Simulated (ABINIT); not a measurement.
Planning a run of ABINIT 10.8.3 on AlN (P6_3mc). The input:

```
acell 3*1.0 Angstrom
rprim 
  3.113000000011 -0.000000000003 0.000000000000
  -1.556500000003 2.695937081992 0.000000000000
  0.000000000000 0.000000000000 4.981000000000
ntypat 2
znucl 13 7
natom 4
typat 1 1 2 2
xred 
  0.333333333333 0.666666666667 0.000000000000
  0.666666666667 0.333333333333 0.500000000000
  0.333333333333 0.666666666667 0.380000000000
  0.666666666667 0.333333333333 0.880000000000
pp_dirpath "pseudos"
pseudos "Al.upf, N.upf"
ecut 36
ngkpt 6 6 4
nshiftk 1
shiftk 0 0 0
kptopt 1
chksymbreak 0
istwfk *1
occopt 1
irdwfk 1
optdriver 99
bs_calctype 1
mbpt_sciss 1.332 eV
bs_loband 4
nband 10
bs_exchange_term 0
bs_coulomb_term 11
bs_coupling 0
bs_algorithm 1
bs_freq_mesh 0 9 0.05 eV
zcut 0.1 eV
ecuteps 3
ecutwfn 18
inclvkb 2
irdscr 1
indata_prefix "in"
outdata_prefix "out"
tmpdata_prefix "tmp"
```

The database entry behind the starting cell differs from later determinations by our own check (inner coordinate u about 0.002 short), so it need not match the best structure at ambient conditions.

```sh
OMP_NUM_THREADS=1 mpirun -n 8 abinit run.abi > log
```

Q: How long will it take on 8 MPI ranks of Arm Neoverse V1, shared host, and how much memory?

It took 33 s; on shared hardware allow 17 s to 67 s. Peak host memory was 0.71 GiB.

The kernel grows as the square of the matrix size, and full diagonalisation as its cube.

[Paths, hosts, dates, memory and timing lines, banners, echoed tables and standing remarks are left out of the program output.]

[Logs are printed without paths, hosts, clocks, repeated set-up lines and the standing remarks that a program may print on its own settings, such as how far it seeks lower states.]

[Runs of the session that timed out or met a known fault of the program may be left out.]

[Hosts, paths, dates, database ids (printed as entryN), source tags and the programs' standing remarks are cut or masked in the printed files.]

[G0W0 gaps are taken among the corrected bands and points alone; a level outside them can change the order at an edge.]

[Where Ansatz stands beside ABINIT at settings called matched, ABINIT's density can come from a denser mesh and the files from another edition; pairs whose starting gaps differed by over 0.03 eV were left out, so agreement reads better than it is.]
